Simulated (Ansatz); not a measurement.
# Mg2InCuTe4: complex band structure, part 2 of 3

A new crystal, Mg2InCuTe4: structure, gap and complex bands. It is built by putting Cu for Ag, Mg for Zn in the Zn2InAgTe4 structure of space group I-42m, with the volume rescaled by atomic radii. The parent structure comes from the Materials Project.

Ansatz 0.2.0; PBEsol DFT, plane waves, PAW files (the session's first sound run).

So far. Step 2 (Cell and atoms at rest): The largest force component on a free atom ends at 0.0056 eV/Å.

The structure was built from a prototype and need not be the compound's stable phase.

## Step 3: The bulk crystal and its band edges

The energy window and the wavevectors of the next steps follow from the band edges, so these are searched first, off the mesh as well.

Input file input.yaml:

```yaml
crystal:
  lattice:
    - [-3.1460047282, 3.1460047282, 6.3518041315]
    - [3.1460047282, -3.1460047282, 6.3518041315]
    - [3.1460047282, 3.1460047282, -6.3518041315]
  atoms:
    - { symbol: Mg, position: [0.75, 0.25, 0.5] }
    - { symbol: Mg, position: [0.25, 0.75, 0.5] }
    - { symbol: In, position: [0.5, 0.5, 0.0] }
    - { symbol: Cu, position: [0.0, 0.0, 0.0] }
    - { symbol: Te, position: [0.6474365693, 0.6474365693, 0.533388688] }
    - { symbol: Te, position: [0.3525634307, 0.8859521187, 0.0] }
    - { symbol: Te, position: [0.1140478813, 0.1140478813, 0.466611312] }
    - { symbol: Te, position: [0.8859521187, 0.3525634307, 0.0] }
kpoints:
  mp_grid: { grid: [6, 6, 6] }
  band_path: { path: [VBM, CBM], npoints: 30 }
scf:
  occupations: { method: fixed }
hamiltonian:
  xc: pbesol
output:
  eigenvalues: true
  write_potential: true
  write_density: true
  volumetric_format: npy
  elf: true
```

On the command line:

```bash
> ansatz run input.yaml --threads 2 --pin off --max-ram 4096MiB --backend cpu --events-out ev --progress --plain --runs-dir out
```

Numbers of over 12 decimals in the logs are rounded to 6 here.

The log of the run:

```text
[...]
Crystal: 8 atoms, lattice volume = 251.464 Å³
Basis set: ecut = 420 eV, 4917 PW (Γ)
Bands: 70, of which v1, the nominal top of the filled ones, is band 58 counted from 1 (57 counted from 0)
Symmetry: 8 space group operations
[...]
k-points: 30 of 216 (time reversal used)
[...]
SCF iter   1: F=—  HF=-43548.347557 eV  |F-HF|=—  |Δ(HF+E_count)|=         —  Δρ=4.63e-3  dr2=4.08e-2  ethr=1.77e-3  ⟨swp⟩=5.0  Hψ=6672  notcnv=0  defer=286
[...]
SCF iter   9: F=-43548.336908 eV  HF=-43548.336908 eV  |F-HF|=4.22e-10  |Δ(HF+E_count)|=   8.90e-9  Δρ=1.23e-6  dr2=3.74e-9  ethr=8.62e-11  ⟨swp⟩=3.2  Hψ=4414  notcnv=0
SCF 1 converged in 9 iterations: F = -43548.336908 eV  dr2 = 3.74e-9
[...]
NSCF: frozen V_eff on 30 k-points
[...]
SCF converged after 9 iterations
Free energy (F): -43548.336908 eV
[...]
Internal energy: -43548.336908 eV  (E = F + TS)
E sigma→0 (E₀):  -43548.336908 eV
Fermi energy:    6.412511 eV
[...]
--- Band table (eV; the first three rows and the last of 30) ---
  k-point 0: bands = [... 54 lower, 5.0239, 6.3757, 6.4125, 6.4125, 7.1916, 8.3261, 8.9257, 10.1943, ... 8 higher]
  k-point 1: bands = [... 54 lower, 5.1714, 5.5138, 6.0966, 6.3644, 7.9007, 8.9398, 9.6098, 10.0037, ... 8 higher]
  k-point 2: bands = [... 54 lower, 5.3223, 5.4807, 5.7700, 6.2048, 8.0403, 9.2597, 9.5950, 9.8717, ... 8 higher]
  k-point 29: bands = [... 54 lower, 4.7918, 5.3819, 5.9206, 5.9206, 7.6785, 8.3822, 8.3822, 9.0284, ... 8 higher]
```

Elapsed: 50 s, on 2 threads of Intel Xeon Platinum 8488C (Sapphire Rapids), shared host; peak memory 0.93 GiB.

In the SCF lines HF is the Harris–Foulkes energy and dr2 the Hartree energy of the density residual, in eV; the loop may stop once dr2 is under the threshold and the program's other checks hold. Hψ counts applications of the Hamiltonian.

This step gave:

```
Fermi energy        : 6.413 eV
gap on the k-mesh   : 0.7791 eV
gap on path         : 0.7791 eV, by band count; negative where bands overlap
direct gap on path  : 0.7791 eV
edge places on path : 0, 0 1/A along the path
```

Levels at VBM (eV): -5.57, -4.25, -3.47, -3.17, -3.09, -2.60, -2.60, -2.56, -2.56, -2.15, -1.87, -1.87, -1.82, -1.39, -0.04, 0.00, 0.00, 0.78, 1.91, 2.51, 3.78, 3.78, 4.28, 4.48, 4.48, 4.71, 4.89, 5.40, 5.47.

Electrostatic potential energy in the ac plane of the conventional cell at fractional y = 0.000, with atoms of Mg and In and Cu within 0.2 Å of it. With pseudopotentials it is smooth inside the atoms' cores, unlike the true potential.

Ten even steps from '_' (-41 eV) to '@' (11 eV), each cell a mean:
```
__::##@@@@@@@@@@@@@@@@@@@@@@%%==__
**##@@@@@@@@@@@@@@@@@@@@@@@@@@%%**
@@@@@@@@@@@@@@@@@@@@@@@@@@@@@@@@@@
@@@@@@@@@@@@@@@@%%%%@@@@@@@@@@@@@@
@@@@@@@@@@@@%%**==++##%%@@@@@@@@@@
@@@@@@@@@@%%**..____==%%@@@@@@@@@@
@@@@@@@@@@%%##::__..++%%@@@@@@@@@@
@@@@@@@@@@@@%%##**##%%@@@@@@@@@@@@
@@@@@@@@@@@@@@@@@@@@@@@@@@@@@@@@@@
%%%%@@@@@@@@@@@@@@@@@@@@@@@@@@%%%%
--==##@@@@@@@@@@@@@@@@@@@@@@%%++--
__..==%%@@@@@@@@@@@@@@@@@@@@**::__
__..++%%@@@@@@@@@@@@@@@@@@@@##--__
==**%%@@@@@@@@@@@@@@@@@@@@@@%%##++
@@@@@@@@@@@@@@@@@@@@@@@@@@@@@@@@@@
@@@@@@@@@@@@@@@@%%%%@@@@@@@@@@@@@@
@@@@@@@@@@@@%%**==++##%%@@@@@@@@@@
@@@@@@@@@@%%**..____==%%@@@@@@@@@@
@@@@@@@@@@%%##::__..++%%@@@@@@@@@@
@@@@@@@@@@@@%%##**##%%@@@@@@@@@@@@
@@@@@@@@@@@@@@@@@@@@@@@@@@@@@@@@@@
@@@@@@@@@@@@@@@@@@@@@@@@@@@@@@@@@@
--**%%@@@@@@@@@@@@@@@@@@@@@@@@##==
__..**@@@@@@@@@@@@@@@@@@@@@@%%--__
```
Columns run along a (6.3 Å; values clipped at the 3rd and 97th percentile), rows up along c (12.7 Å), edges of the conventional cell, whose origin can differ from the input's. Atoms in or near the plane, at fractional coordinates: Mg at (0.50, 0.75), Mg at (0.50, 0.25), In at (0.00, 0.50), Cu at (0.00, 0.00).

ELF in the ac plane of the conventional cell at fractional y = 0.000, with atoms of Mg and In and Cu within 0.2 Å of it. It is the smooth field of the valence electrons, not physical close to the nuclei.

Ten even steps from '_' (0.01) to '@' (0.72), each cell a mean:
```
##==::::::::..________..::::::::**
::::--++**++--..____::==**++==::::
::--++##%%%%**--..::++%%%%%%**==::
..::++##%%@@##--..::++@@@@%%**--..
__..::==****--..::::..++##++--..__
______..::....======::..::::..____
______..::::..======::..::::..____
____::--++**--......::++**==::..__
..::--++####**--..::++####**==--::
::--==++****==::....--++**++==--::
::------==--::______..::--==----::
__..--::::..____________..::--::__
__..----::..__________..::----::__
------======::..____::--====------
::--==++****++--..::==******==--::
....--++####**--..::++####**==::..
____..--==++::..::::..==++--::____
______..::....======::__::..______
____..::--::..======::..----..____
__..--++##%%==......--**%%**==::__
..--++##%%@@##==..::**@@@@%%**==::
::--==**####**--....==##%%##++--::
--::::==++==::..____..--====--::::
@@==::::::..__________....::::--%%
```
Columns run along a (6.3 Å), rows up along c (12.7 Å), edges of the conventional cell, whose origin can differ from the input's. Atoms in or near the plane, at fractional coordinates: Mg at (0.50, 0.75), Mg at (0.50, 0.25), In at (0.00, 0.50), Cu at (0.00, 0.00).

Valence density in the ac plane of the conventional cell at fractional y = 0.000, with atoms of Mg and In and Cu within 0.2 Å of it. It is the smooth field of the valence electrons, not physical close to the nuclei.

Values in e/Å³, 13 rows by 16 columns, each cell a mean:
```
12  3  0  0  0  0  0  0  0  0  0  0  0  0  1  8
 0  0  0  0  0  0  0  0  0  0  0  0  0  0  0  0
 0  0  0  0  0  0  0  3  5  1  0  0  0  0  0  0
 0  0  0  0  0  0  1  8 12  3  0  0  0  0  0  0
 0  0  0  0  0  0  0  0  0  0  0  0  0  0  0  0
 2  1  0  0  0  0  0  0  0  0  0  0  0  0  0  1
 9  4  1  0  0  0  0  0  0  0  0  0  0  0  2  7
 1  0  0  0  0  0  0  0  0  0  0  0  0  0  0  1
 0  0  0  0  0  0  0  0  0  0  0  0  0  0  0  0
 0  0  0  0  0  0  1 10 15  3  0  0  0  0  0  0
 0  0  0  0  0  0  0  1  2  0  0  0  0  0  0  0
 0  0  0  0  0  0  0  0  0  0  0  0  0  0  0  0
22  5  0  0  0  0  0  0  0  0  0  0  0  0  2 14
```
Columns run along a (6.3 Å), rows up along c (12.7 Å), edges of the conventional cell, whose origin can differ from the input's. Atoms in or near the plane, at fractional coordinates: Mg at (0.50, 0.75), Mg at (0.50, 0.25), In at (0.00, 0.50), Cu at (0.00, 0.00).

The searched edges give 0.779 eV, as on the mesh.

## Step 4: Complex bands

This step: PBEsol DFT, plane waves, PAW files; complex bands by layer matching along the plane's normal (Ansatz 0.2.0).

The same crystal is laid in a cell whose first two vectors span the (001) plane (indices of the standard conventional cell, whose axes can be ordered otherwise than in the bulk input). At fixed energy and wavevector in the plane the solver finds all kz, real and complex. A few wavevectors are listed, (0, 0) and (0.5, 0) in units of the plane's reciprocal vectors; the slowest state needn't be among them.

Input file input.yaml:

```yaml
crystal:
  lattice:
    - [6.292009456, 0.0, 0.0]
    - [0.0, 6.292009456, 0.0]
    - [3.146004728, 3.146004728, 6.351804132]
  atoms:
    - { symbol: Mg, position: [0.75, 0.25, 0.5] }
    - { symbol: Mg, position: [0.25, 0.75, 0.5] }
    - { symbol: In, position: [0.5, 0.5, 0.0] }
    - { symbol: Cu, position: [0.0, 0.0, 0.0] }
    - { symbol: Te, position: [0.8859521187, 0.8859521187, 0.7614844506] }
    - { symbol: Te, position: [0.6474365693, 0.1140478813, 0.2385155494] }
    - { symbol: Te, position: [0.3525634307, 0.3525634307, 0.7614844506] }
    - { symbol: Te, position: [0.1140478813, 0.6474365693, 0.2385155494] }
kpoints:
  mp_grid: { grid: [4, 4, 4] }
scf:
  occupations: { method: fixed }
hamiltonian:
  xc: pbesol
output:
  eigenvalues: true
  transmission:
    leads: [[0, 0]]
    kpoints: [[0.0, 0.0], [0.5, 0.0]]
    e_range: [-1.0, 1.78]
    de: 0.07
```

The log of the run:

```text
[...]
Crystal: 8 atoms, lattice volume = 251.464 Å³
Basis set: ecut = 420 eV, 4917 PW (Γ)
Bands: 70, of which v1, the nominal top of the filled ones, is band 58 counted from 1 (57 counted from 0)
Symmetry: 8 space group operations
[...]
k-points: 13 of 64 (time reversal used)
[...]
SCF iter   1: F=—  HF=-43548.342972 eV  |F-HF|=—  |Δ(HF+E_count)|=         —  Δρ=4.58e-3  dr2=3.98e-2  ethr=1.77e-3  ⟨swp⟩=5.1  Hψ=2885  notcnv=0  defer=129
[...]
SCF iter   9: F=-43548.332386 eV  HF=-43548.332386 eV  |F-HF|=4.58e-10  |Δ(HF+E_count)|=   9.79e-9  Δρ=1.21e-6  dr2=3.59e-9  ethr=8.62e-11  ⟨swp⟩=2.8  Hψ=1854  notcnv=0
SCF 1 converged in 9 iterations: F = -43548.332386 eV  dr2 = 3.59e-9
[...]
transmission: 8 of 16 steps passed
transmission: 16 of 16 steps passed
SCF converged after 9 iterations
Free energy (F): -43548.332386 eV
[...]
Internal energy: -43548.332386 eV  (E = F + TS)
E sigma→0 (E₀):  -43548.332386 eV
Fermi energy:    6.413709 eV
[...]
--- Band table (eV; the first three rows and the last of 13) ---
  k-point 0: bands = [... 54 lower, 5.0258, 6.3768, 6.4137, 6.4137, 7.1920, 8.3264, 8.9262, 10.1946, ... 8 higher]
  k-point 1: bands = [... 54 lower, 4.9597, 5.6288, 6.1680, 6.1680, 7.7931, 8.6012, 9.0815, 9.0815, ... 8 higher]
  k-point 2: bands = [... 54 lower, 4.7939, 5.3837, 5.9220, 5.9220, 7.6788, 8.3825, 8.3825, 9.0285, ... 8 higher]
  k-point 12: bands = [... 54 lower, 5.4768, 5.6999, 5.9327, 5.9327, 7.6944, 9.1507, 9.6348, 9.6348, ... 8 higher]
--- Transmission ---
  basis      : 349 plane waves across, 8 finite elements along
  points     : 2, as listed
  energies   : 40 from -1.000000 to 1.730000 eV about the Fermi level, 0.070000 eV apart; the leads are filled to 0.389122 eV, and channels, transmission and decay are at 0.400000 eV
  crystal 0  : Te4In1Cu1Mg2, at the sites [0, 0], period 6.3518 Å: whole cells are its period
    offset         : up to 0.0000 Å between an atom of the period and one for which it stands
    channels       : 0.000000e0 a spin
    conductance    : none, the energies end too early or step too widely for 300 K: set another output.transmission.e_range or a lower de, or, where they end at an eighth of basis.ecutwfc, a higher one
    slowest decay  : 0.0770 /Å at (0.0000, 0.0000)
```

Run time: 68 s. Hardware: 2 threads; peak memory 1.2 GiB; 1.8 min of CPU time.

This step gave:

```yaml
free_energy: -43548.3324 eV
fermi_energy: 6.414 eV
gap_on_the_k_mesh: 0.7782 eV
level_to_which_the_leads_are_filled: 0.3891 eV from the Fermi level
decay_constant_at_the_filling_level_zone_centre: 0.07699 Å⁻¹
decay_constant_at_the_filling_level_slowest_listed_point: 0.077 Å⁻¹
```

K parallel (0, 0); values up to 1.5 1/Å, a degenerate pair printed once or twice; energies at which all values exceed this have no row. Im kz of the slowest decaying states against energy, zero at the highest filled level on the SCF mesh:

| energy (eV) | decay 1 (Å⁻¹) | decay 2 (Å⁻¹) | decay 3 (Å⁻¹) | decay 4 (Å⁻¹) |
| --- | --- | --- | --- | --- |
| -1.00 | 0.202 | 0.273 | 0.293 | 0.488 |
| -0.86 | 0.238 | 0.242 | 0.312 | 0.442 |
| -0.72 | 0.196 | 0.258 | 0.322 | 0.423 |
| -0.58 | 0.128 | 0.267 | 0.327 | 0.327 |
| -0.44 | 0.271 | 0.329 | 0.406 | 0.800 |
| -0.30 | 0.272 | 0.330 | 0.401 | 0.730 |
| -0.16 | 0.270 | 0.328 | 0.397 | 0.688 |
| -0.02 | 0.0223 | 0.267 | 0.324 | 0.393 |
| 0.12 | 0.0611 | 0.148 | 0.261 | 0.320 |
| 0.26 | 0.0743 | 0.208 | 0.254 | 0.313 |
| 0.40 | 0.0770 | 0.244 | 0.247 | 0.306 |
| 0.47 | 0.0750 | 0.239 | 0.262 | 0.301 |
| 0.61 | 0.0630 | 0.225 | 0.288 | 0.291 |
| 0.75 | 0.0288 | 0.208 | 0.280 | 0.307 |
| 0.89 | 0.187 | 0.267 | 0.323 | 0.356 |
| 1.03 | 0.157 | 0.253 | 0.335 | 0.347 |
| 1.17 | 0.108 | 0.236 | 0.338 | 0.345 |
| 1.31 | 0.217 | 0.217 | 0.328 | 0.352 |
| 1.45 | 0.0675 | 0.195 | 0.308 | 0.317 |
| 1.59 | 0.120 | 0.168 | 0.255 | 0.305 |
| 1.73 | 0.135 | 0.148 | 0.189 | 0.292 |

K parallel (0, 0). Table of Re kz of states that move upwards by energy, zero at the highest filled level on the SCF mesh:

| energy (eV) | channel 1 (Å⁻¹) | channel 2 (Å⁻¹) | channel 3 (Å⁻¹) |
| --- | --- | --- | --- |
| -1.00 | -0.386 | - | - |
| -0.93 | -0.319 | - | - |
| -0.86 | -0.279 | - | - |
| -0.79 | -0.249 | - | - |
| -0.72 | -0.224 | - | - |
| -0.65 | -0.201 | - | - |
| -0.58 | -0.181 | - | - |
| -0.51 | -0.161 | - | - |
| -0.44 | -0.391 | -0.391 | -0.142 |
| -0.37 | -0.331 | -0.331 | -0.124 |
| -0.23 | -0.237 | -0.237 | -0.0864 |
| -0.16 | -0.191 | -0.191 | -0.0660 |
| -0.09 | -0.139 | -0.139 | -0.0414 |
| -0.02 | -0.0634 | -0.0634 | - |
| 0.05 | - | - | - |
| 0.12 | - | - | - |
| 0.19 | - | - | - |
| 0.26 | - | - | - |
| 0.33 | - | - | - |
| 0.40 | - | - | - |
| 0.47 | - | - | - |
| 0.54 | - | - | - |
| 0.61 | - | - | - |
| 0.68 | - | - | - |
| 0.75 | - | - | - |
| 0.82 | 0.0371 | - | - |
| 0.89 | 0.0637 | - | - |
| 0.96 | 0.0855 | - | - |
| 1.10 | 0.127 | - | - |
| 1.17 | 0.148 | - | - |
| 1.24 | 0.172 | - | - |
| 1.31 | -0.410 | 0.202 | - |
| 1.38 | -0.336 | 0.248 | - |
| 1.45 | - | - | - |
| 1.52 | - | - | - |
| 1.59 | - | - | - |
| 1.66 | - | - | - |
| 1.73 | - | - | - |

K parallel (0.5, 0); values up to 1.5 1/Å, a degenerate pair printed once or twice; energies at which all values exceed this have no row. Im kz of the slowest decaying states against energy, zero at the highest filled level on the SCF mesh:

| energy (eV) | decay 1 (Å⁻¹) | decay 2 (Å⁻¹) | decay 3 (Å⁻¹) | decay 4 (Å⁻¹) |
| --- | --- | --- | --- | --- |
| -1.00 | 0.0239 | 0.181 | 0.831 | 1.17 |
| -0.86 | 0.210 | 0.877 | 1.20 | 1.29 |
| -0.72 | 0.168 | 0.221 | 1.05 | 1.06 |
| -0.58 | 0.0282 | 0.209 | 0.219 | 0.848 |
| -0.44 | 0.150 | 0.247 | 0.781 | 1.20 |
| -0.30 | 0.223 | 0.266 | 0.736 | 1.24 |
| -0.16 | 0.262 | 0.280 | 0.699 | 1.22 |
| -0.02 | 0.289 | 0.289 | 0.667 | 1.18 |
| 0.12 | 0.296 | 0.310 | 0.639 | 1.15 |
| 0.26 | 0.300 | 0.326 | 0.613 | 1.12 |
| 0.40 | 0.303 | 0.338 | 0.589 | 1.09 |
| 0.47 | 0.303 | 0.342 | 0.578 | 1.08 |
| 0.61 | 0.303 | 0.350 | 0.556 | 1.05 |
| 0.75 | 0.301 | 0.355 | 0.536 | 1.03 |
| 0.89 | 0.297 | 0.357 | 0.516 | 1.00 |
| 1.03 | 0.292 | 0.358 | 0.498 | 0.981 |
| 1.17 | 0.285 | 0.356 | 0.480 | 0.959 |
| 1.31 | 0.276 | 0.351 | 0.463 | 0.936 |
| 1.45 | 0.266 | 0.344 | 0.447 | 0.914 |
| 1.59 | 0.252 | 0.335 | 0.433 | 0.891 |
| 1.73 | 0.234 | 0.322 | 0.418 | 0.868 |

At the listed wavevectors the last open channel is at -0.02 eV and the next at +0.82 eV on the grid. At +0.40 eV, the grid energy nearest the filling level (the middle of the gap on the SCF mesh), the slowest state at the listed wavevectors decays with κ = 0.077 Å⁻¹, its amplitude falling by e over 13 Å. Through 1 nm of this crystal that state's transmission falls by exp(−2 × 0.077 Å⁻¹ × 10 Å) = 0.21.

## Step 5: Band edges at another level, cutoff 500 eV

This step: r2SCAN DFT, plane waves, PAW files (Ansatz 0.2.0).

The edges again with r2SCAN, at the same atoms. Against that run the cutoff is 500 eV against 420.

Input file input.yaml:

```yaml
crystal:
  lattice:
    - [-3.1460047282, 3.1460047282, 6.3518041315]
    - [3.1460047282, -3.1460047282, 6.3518041315]
    - [3.1460047282, 3.1460047282, -6.3518041315]
  atoms:
    - { symbol: Mg, position: [0.75, 0.25, 0.5] }
    - { symbol: Mg, position: [0.25, 0.75, 0.5] }
    - { symbol: In, position: [0.5, 0.5, 0.0] }
    - { symbol: Cu, position: [0.0, 0.0, 0.0] }
    - { symbol: Te, position: [0.6474365693, 0.6474365693, 0.533388688] }
    - { symbol: Te, position: [0.3525634307, 0.8859521187, 0.0] }
    - { symbol: Te, position: [0.1140478813, 0.1140478813, 0.466611312] }
    - { symbol: Te, position: [0.8859521187, 0.3525634307, 0.0] }
kpoints:
  mp_grid: { grid: [6, 6, 6] }
  band_path: { path: [VBM, CBM], npoints: 30 }
scf:
  occupations: { method: fixed }
hamiltonian:
  xc: r2scan
output:
  eigenvalues: true
```

The log of the run:

```text
[...]
Crystal: 8 atoms, lattice volume = 251.464 Å³
Basis set: ecut = 500 eV, 6435 PW (Γ), exchange–correlation on 240×240×240 points (64 copies of the dense FFT grid, shifted against one another)
Bands: 70, of which v1, the nominal top of the filled ones, is band 58 counted from 1 (57 counted from 0)
Symmetry: 8 space group operations
[...]
k-points: 30 of 216 (time reversal used)
[...]
SCF iter   1: F=—  HF=-44080.658911 eV  |F-HF|=—  |Δ(HF+E_count)|=         —  Δρ=1.29e-2  dr2=2.91e-1  dr2_τ=1.03e-2  ethr=1.77e-3  ⟨swp⟩=5.0  Hψ=6684  notcnv=0  defer=285
[...]
SCF iter   8: F=-44080.675525 eV  HF=-44080.675525 eV  |F-HF|=8.98e-9  |Δ(HF+E_count)|=   3.64e-8  Δρ=4.90e-6  dr2=7.13e-8  dr2_τ=2.62e-9  ethr=8.62e-11  ⟨swp⟩=11.1  Hψ=11835  notcnv=0
SCF 1 converged in 8 iterations: F = -44080.675525 eV  dr2 = 7.13e-8
[...]
SCF converged after 8 iterations
Free energy (F): -44080.675525 eV
[...]
Internal energy: -44080.675525 eV  (E = F + TS)
E sigma→0 (E₀):  -44080.675525 eV
Fermi energy:    6.374762 eV
[...]
--- Band table (eV; the first three rows and the last of 30) ---
  k-point 0: bands = [... 54 lower, 5.0603, 6.3376, 6.3748, 6.3748, 7.5962, 8.6325, 9.3920, 10.5004, ... 8 higher]
  k-point 1: bands = [... 54 lower, 5.1774, 5.5823, 6.0760, 6.3285, 8.1949, 9.2976, 10.0649, 10.3140, ... 8 higher]
  k-point 2: bands = [... 54 lower, 5.3851, 5.4412, 5.7752, 6.1799, 8.3061, 9.6257, 10.0795, 10.3577, ... 8 higher]
  k-point 29: bands = [... 54 lower, 4.8567, 5.4612, 5.9184, 5.9184, 7.9027, 8.6975, 8.6975, 9.3576, ... 8 higher]
```

Run time: 91 s. Hardware: 2 threads; peak memory 1.6 GiB.

This step gave:

```yaml
free_energy: -44080.6755 eV
fermi_energy: 6.375 eV
gap_on_the_k_mesh: 1.221 eV
gap_on_path: 1.221 eV, by band count; negative where bands overlap
direct_gap_on_path: 1.221 eV
```

Levels at VBM (eV): -5.69, -4.34, -3.57, -3.29, -3.20, -2.71, -2.71, -2.63, -2.63, -2.15, -1.93, -1.93, -1.71, -1.31, -0.04, 0.00, 0.00, 1.22, 2.26, 3.02, 4.13, 4.13, 4.68, 4.90, 4.90, 5.14, 5.43, 5.88, 6.01.

The searched edges give 1.22 eV, as on the mesh.

For the gap on the k-mesh, step 3 gave 0.779 eV; this run, with r2SCAN and cutoff 500 eV, gives 1.22 eV.

(Part 2 of 3 ends here.)

[Logs are printed without paths, hosts, clocks, repeated set-up lines and the standing remarks that a program may print on its own settings, such as how far it seeks lower states.]

[Hosts, paths, dates, database ids (printed as entryN), source tags and the programs' standing remarks are cut or masked in the printed files.]

[New means built here by substitution; the compound itself may be known and measured.]
